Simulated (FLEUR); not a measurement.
# MnCuAs: parallel and opposed starts

Aim: find out whether MnCuAs carries moments, and which collinear order costs least.

Calculated with FLEUR MaX-R8.1; PBEsol; all-electron FLAPW, Dirac cores, scalar-relativistic bands.

### Step 1. The structure

It takes space group P4/nmm (No. 129, tetragonal). The conventional cell has a = 3.699 Å, b = 3.699 Å, c = 6.408 Å, α = 90.00°, β = 90.00°, γ = 90.00°. Nearest to Mn lie 5 As at 2.49 to 2.64 Å and 4 Cu at 2.84 Å. Nearest to Cu lie 4 As at 2.56 Å and 4 Cu at 2.62 Å and 4 Mn at 2.84 Å. Nearest to As lie 5 Mn at 2.49 to 2.64 Å and 4 Cu at 2.56 Å. Farther neighbours are not listed.

As a file:

```xyz
6
Lattice="3.6995 0.0000 0.0000 0.0000 3.6995 0.0000 0.0000 0.0000 6.4084" Properties=species:S:1:pos:R:3 pbc="T T T"
Mn    0.0000    1.8497    1.0511
Mn    1.8497    0.0000    5.3573
Cu    0.0000    0.0000    3.2042
Cu    1.8497    1.8497    3.2042
As    0.0000    1.8497    4.9745
As    1.8497    0.0000    1.4339
```

The cell comes from a database of computed structures and need not be the stable phase.

### Step 2. Start 1: ferro ++

The parallel start comes first: it shows whether parallel moments hold.

inpgen writes inp.xml from crystal.txt; cutoffs, mixing, functional, smearing and local orbitals are then set in the file. The k list default-1 (kpts.xml, not shown) is a Γ-centred 8×8×4 mesh; where the ranks do not divide the number of points, some are split in two of half the weight.

File inp.xml:

```
<?xml version="1.0" encoding="UTF-8" standalone="no"?>
<fleurInput fleurInputVersion="0.39">
   <comment>
      MnCuAs
   </comment>
   <calculationSetup>
      <cutoffs Kmax="3.6" Gmax="10.8" GmaxXC="10.8" numbands="0"/>
      <scfLoop itmax="90" minDistance="0.00002" maxIterBroyd="15" imix="Anderson" alpha="0.05" precondParam="0.0" spinf="2.0" sdNocoIR="T"/>
      <coreElectrons ctail="T" frcor="F" kcrel="0" coretail_lmax="0"/>
      <xcFunctional name="PBEs" relativisticCorrections="F"/>
      <magnetism jspins="2"/>
      <soc l_soc="F" theta="0.0" phi="0.0" spav="F"/>
      <expertModes spex="0" secvar="F"/>
      <geometryOptimization l_f="F" forcealpha="1.0" forcemix="BFGS" epsdisp="0.00001" epsforce="0.00001"/>
      <ldaU l_linMix="F" mixParam="0.05" spinf="1.0"/>
   </calculationSetup>
   <cell>
      <bzIntegration valenceElectrons="82.0" mode="hist" fermiSmearingEnergy="0.00183747">
         <kPointListSelection listName="default-1"/>
         <xi:include xmlns:xi="http://www.w3.org/2001/XInclude" href="kpts.xml"> </xi:include>
      </bzIntegration>
      <xi:include xmlns:xi="http://www.w3.org/2001/XInclude" href="sym.xml"> </xi:include>
      <bulkLattice scale="1.0">
         <bravaisMatrix>
            <row-1>    6.9910247904225784     0.0000000000000000     0.0000000000000000</row-1>
            <row-2>    0.0000000000000000     6.9910247904225784     0.0000000000000000</row-2>
            <row-3>    0.0000000000000000     0.0000000000000000    12.1101624708613809</row-3>
         </bravaisMatrix>
      </bulkLattice>
   </cell>
   <atomSpecies>
      <species name="Manganese 3.502" element="Mn" atomicNumber="25">
         <mtSphere radius="2.29" gridPoints="757" logIncrement="0.016"/>
         <atomicCutoffs lmax="8" lnonsphr="6"/>
         <electronConfig flipSpins="F">
            <coreConfig>(1s1/2) (2s1/2) (2p1/2) (2p3/2)</coreConfig>
            <valenceConfig>(3s1/2) (3p1/2) (3p3/2) (4s1/2) (3d3/2) (3d5/2)</valenceConfig>
            <stateOccupation state="(3d3/2)" spinUp="1.251" spinDown="0.749"/>
            <stateOccupation state="(3d5/2)" spinUp="3.0" spinDown="0.0"/>
         </electronConfig>
         <energyParameters s="4" p="4" d="3" f="4"/>
         <lo type="SCLO" l="0" n="3" eDeriv="0"/>
         <lo type="SCLO" l="1" n="3" eDeriv="0"/>
      </species>
      <species name="Copper (Cu)" element="Cu" atomicNumber="29">
         <mtSphere radius="2.43" gridPoints="803" logIncrement="0.015"/>
         <atomicCutoffs lmax="10" lnonsphr="8"/>
         <electronConfig flipSpins="F">
            <coreConfig>(1s1/2) (2s1/2) (2p1/2) (2p3/2) (3s1/2) (3p1/2) (3p3/2)</coreConfig>
            <valenceConfig>(4s1/2) (3d3/2) (3d5/2)</valenceConfig>
            <stateOccupation state="(4s1/2)" spinUp="0.500000" spinDown="0.500000"/>
         </electronConfig>
         <energyParameters s="4" p="4" d="3" f="4"/>
      </species>
      <species name="Arsenic (As)" element="As" atomicNumber="33">
         <mtSphere radius="2.29" gridPoints="757" logIncrement="0.016"/>
         <atomicCutoffs lmax="8" lnonsphr="6"/>
         <electronConfig flipSpins="F">
            <coreConfig>(1s1/2) (2s1/2) (2p1/2) (2p3/2) (3s1/2) (3p1/2) (3p3/2)</coreConfig>
            <valenceConfig>(4s1/2) (3d3/2) (3d5/2) (4p1/2) (4p3/2)</valenceConfig>
            <stateOccupation state="(4p1/2)" spinUp="0.500000" spinDown="0.500000"/>
            <stateOccupation state="(4p3/2)" spinUp="1.000000" spinDown="1.000000"/>
         </electronConfig>
         <energyParameters s="4" p="4" d="3" f="4"/>
      </species>
   </atomSpecies>
   <atomGroups>
      <atomGroup species="Manganese 3.502">
         <relPos label="                   1">-1.000/4.000 1.000/4.000 .1640200000</relPos>
         <relPos label="                   2">1.000/4.000 -1.000/4.000 -.1640200000</relPos>
         <force calculate="T" relaxXYZ="TTT"/>
      </atomGroup>
      <atomGroup species="Copper (Cu)">
         <relPos label="                   3">-1.000/4.000 -1.000/4.000 1.000/2.000</relPos>
         <relPos label="                   4">1.000/4.000 1.000/4.000 1.000/2.000</relPos>
         <force calculate="T" relaxXYZ="TTT"/>
      </atomGroup>
      <atomGroup species="Arsenic (As)">
         <relPos label="                   5">-1.000/4.000 1.000/4.000 -.2237540000</relPos>
         <relPos label="                   6">1.000/4.000 -1.000/4.000 .2237540000</relPos>
         <force calculate="T" relaxXYZ="TTT"/>
      </atomGroup>
   </atomGroups>
   <output dos="F" band="F" slice="F">
      <bandDOS minEnergy="-.5*Htr" maxEnergy="0.5*Htr" sigma="0.015" storeEVData="T"/>
      <plotting iplot="0" polar="F">
         <plot TwoD="T" vec1="  1.0  0.0  0.0" vec2="  0.0  1.0  0.0" vec3="  0.0  0.0  1.0" zero="  0.0  0.0  0.0" file="plot"/>
      </plotting>
      <moessbauerParams electricFieldGradient="F" isomerShift="F" coreHyperfine="F" valenceHyperfine="F"/>
   </output>
</fleurInput>
```

File crystal.txt:

```
MnCuAs
&input film=F cartesian=F /
3.69949100000  0.00000000000  0.00000000000
0.00000000000  3.69949100000  0.00000000000
0.00000000000  0.00000000000  6.40842200000
1.8897261246
1.0 1.0 1.0

6
25 0.00000000000  0.50000000000  0.16402000000 : 3.502
25 0.50000000000  0.00000000000  0.83598000000 : 3.502
29 0.00000000000  0.00000000000  0.50000000000
29 0.50000000000  0.50000000000  0.50000000000
33 0.00000000000  0.50000000000  0.77624600000
33 0.50000000000  0.00000000000  0.22375400000

&kpt div1=8 div2=8 div3=4 gamma=T /
```

The run is started by

```console
$ OMP_NUM_THREADS=1 inpgen -f crystal.txt > inpgen.log  # inp.xml is then edited as shown
$ OMP_NUM_THREADS=1 mpirun -n 4 fleur_MPI > fleur.log
```

Output:

```text
Welcome to FLEUR        (www.flapw.de)
      MaX-Release 8.1          (www.max-centre.eu)

 ========== k-point set info ==========
 Selected k-point list: default-1
 k-point list type: mesh
 0 x 0 x 0
 Number of k points: 48

 ------------Calculation Setup---------------------------
 Number of MPI-tasks      :            4
 Number of PE/node        :            4
 Number of OMP-threads    :            1
 k-points in parallel     :            4
 pe's per k-point         :            1
 No of k-point loops      :           12
 Eigenvalue solver        :       lapack
 Number of basis functions:          528
 Approximate size of matrices (H+S) per k-point:         0.004 GB
 --------------------------------------------------------
 Iteration:     1   Distance:      70.82125091 me/bohr^3
 Iteration:     2   Distance:       9.74706302 me/bohr^3
 Iteration:     3   Distance:       7.63254023 me/bohr^3
 Iteration:     4   Distance:       4.89465032 me/bohr^3
 Iteration:     5   Distance:       3.89781761 me/bohr^3
 Iteration:     6   Distance:       5.39589808 me/bohr^3
 Iteration:     7   Distance:       2.08092113 me/bohr^3
 Iteration:     8   Distance:       1.33189147 me/bohr^3
 Iteration:     9   Distance:       1.59102945 me/bohr^3
 Iteration:    10   Distance:       1.12768659 me/bohr^3
 Iteration:    11   Distance:       0.42784491 me/bohr^3
 Iteration:    12   Distance:       0.33498367 me/bohr^3
 Iteration:    13   Distance:       0.27073089 me/bohr^3
 Iteration:    14   Distance:       0.08247287 me/bohr^3
 Iteration:    15   Distance:       0.07947675 me/bohr^3
 Iteration:    16   Distance:       0.07649583 me/bohr^3
 Iteration:    17   Distance:       0.06929325 me/bohr^3
 Iteration:    18   Distance:       0.00858414 me/bohr^3
 Iteration:    19   Distance:       0.00351243 me/bohr^3
 Iteration:    20   Distance:       0.00296860 me/bohr^3
 Iteration:    21   Distance:       0.00231456 me/bohr^3
 Iteration:    22   Distance:       0.00054707 me/bohr^3
 Iteration:    23   Distance:       0.00067953 me/bohr^3
 Iteration:    24   Distance:       0.00042683 me/bohr^3
 Iteration:    25   Distance:       0.00020192 me/bohr^3
 Iteration:    26   Distance:       0.00006808 me/bohr^3
 Iteration:    27   Distance:       0.00002639 me/bohr^3
 Iteration:    28   Distance:       0.00000638 me/bohr^3

 ********************************************************************
 Run finished successfully
 Stop message:
   all done
 ********************************************************************

--- out.xml (last complete iteration) ---
<iteration numberForCurrentRun="   28" overallNumber="   28">
         [... left out ...]
         <bandgap value="0.0218164794" units="eV"/>
         <sumValenceSingleParticleEnergies value="-39.2852494707" units="Htr"/>
         <FermiEnergy value="0.3334907606" units="Htr"/>
         <valenceDensity>
            <mtCharges spin="1">
               <mtCharge atomType="1" total="8.5317305" s="1.1376295" p="3.1176174" d="4.2675294" f="0.0076489"/>
               <mtCharge atomType="2" total="5.2235967" s="0.2374970" p="0.2538067" d="4.7144065" f="0.0140177"/>
               <mtCharge atomType="3" total="6.6207915" s="0.6840010" p="0.9117187" d="5.0115459" f="0.0105326"/>
            </mtCharges>
            <mtCharges spin="2">
               <mtCharge atomType="1" total="4.9868113" s="1.0951928" p="3.0937666" d="0.7894496" f="0.0071182"/>
               <mtCharge atomType="2" total="5.1809631" s="0.2456695" p="0.2570975" d="4.6625884" f="0.0124953"/>
               <mtCharge atomType="3" total="6.6415585" s="0.6611436" p="0.9651209" d="5.0072665" f="0.0064734"/>
            </mtCharges>
            <spinDependentCharge spin="1" total="44.7197721" interstitial="3.9675348" mtSpheres="40.7522373"/>
            <spinDependentCharge spin="2" total="37.2802279" interstitial="3.6615620" mtSpheres="33.6186659"/>
            <totalCharge value="82.0000000000"/>
         </valenceDensity>
         [... left out ...]
         <allElectronCharges>
            <spinDependentCharge spin="1" total="90.7197720" interstitial="3.9702519" mtSpheres="86.7495202"/>
            <spinDependentCharge spin="2" total="83.2802279" interstitial="3.6642941" mtSpheres="79.6159339"/>
            <totalCharge value="173.9999999407"/>
         </allElectronCharges>
         <magneticMomentsInMTSpheres units="muBohr">
            <globalMagMoment atomType="1" vec="0.00000   0.00000   3.54492"/>
            <localMagMoment atomType="1" vec="0.00000   0.00000   3.54492"/>
            <globalMagMoment atomType="2" vec="0.00000   0.00000   0.04264"/>
            <localMagMoment atomType="2" vec="0.00000   0.00000   0.04264"/>
            <globalMagMoment atomType="3" vec="0.00000   0.00000  -0.02077"/>
            <localMagMoment atomType="3" vec="0.00000   0.00000  -0.02077"/>
         </magneticMomentsInMTSpheres>
         <moessbauerParams unitsHFF="kG" unitsIS="e/bohr^3" unitsEFG="Htr/bohr^2">
         </moessbauerParams>
         <totalEnergy value="   -10141.4689058282" units="Htr">
            <sumOfEigenvalues value="    -5835.5652591251">
               <coreElectrons value="-5796.2800096544"/>
               <valenceElectrons value="-39.2852494707"/>
            </sumOfEigenvalues>
            <densityCoulombPotentialIntegral value="-15639.9753948895"/>
            <densityEffectivePotentialIntegral value="-16163.8468521422"/>
            <chargeDenXCDenIntegral value="-399.6160091999"/>
            <FockExchangeEnergyValence value="0.0000000000"/>
            <FockExchangeEnergyCore value="0.0000000000"/>
            <atomTypeDependentContributions atomType="1">
               <electronNucleiInteractionDifferentMTs value="2757.2647663518"/>
               <MadelungTerm value="-22.5824740405"/>
            </atomTypeDependentContributions>
            <atomTypeDependentContributions atomType="2">
               <electronNucleiInteractionDifferentMTs value="3982.3791806484"/>
               <MadelungTerm value="-16.3923295153"/>
            </atomTypeDependentContributions>
            <atomTypeDependentContributions atomType="3">
               <electronNucleiInteractionDifferentMTs value="5438.7808048608"/>
               <MadelungTerm value="-32.7472367840"/>
            </atomTypeDependentContributions>
            <tkbTimesEntropy value="0.0010057475"/>
            <freeEnergy value="-10141.4699115756"/>
            <extrapolationTo0K value="-10141.4694087019"/>
         </totalEnergy>
         <densityConvergence units="me/bohr^3">
            <chargeDensity spin="1" distance="0.0000021929"/>
            <chargeDensity spin="2" distance="0.0000046081"/>
            <overallChargeDensity distance="0.0000063758"/>
            <spinDensity distance="0.0000033816"/>
         </densityConvergence>
      </iteration>
```

Elapsed: 53 s, on 4 MPI ranks of Intel Xeon 6975P-C (Granite Rapids), shared host; peak memory 0.38 GiB.

Spin moment in the muffin-tin sphere by atom:

```csv
atom,spin moment in the muffin-tin sphere (μB)
Mn1,3.54
Mn2,3.54
Cu3,0.04
Cu4,0.04
As5,-0.02
As6,-0.02
```

Read from the output:

* free energy: -275963.4549 eV
* program's band gap on this mesh (in a metal only a level spacing): 0.02182 eV
* magnetization: 7.439 μB
* final state: ferromagnetic

After 28 cycles the largest moment stands at 3.54 μB.

(Continued in part 2 of 2.)

[Logs and program files are shortened in this print: banners, set-up blocks, solver, clock and traceback lines can be left out without a mark of their own.]

[Logs are printed without paths, hosts, clocks, repeated set-up lines and the standing remarks that a program may print on its own settings, such as how far it seeks lower states.]

[Hosts, paths, dates, database ids (printed as entryN), source tags and the programs' standing remarks are cut or masked in the printed files.]

[Where a cell is said to come from a database of computed structures, the database is the Materials Project.]
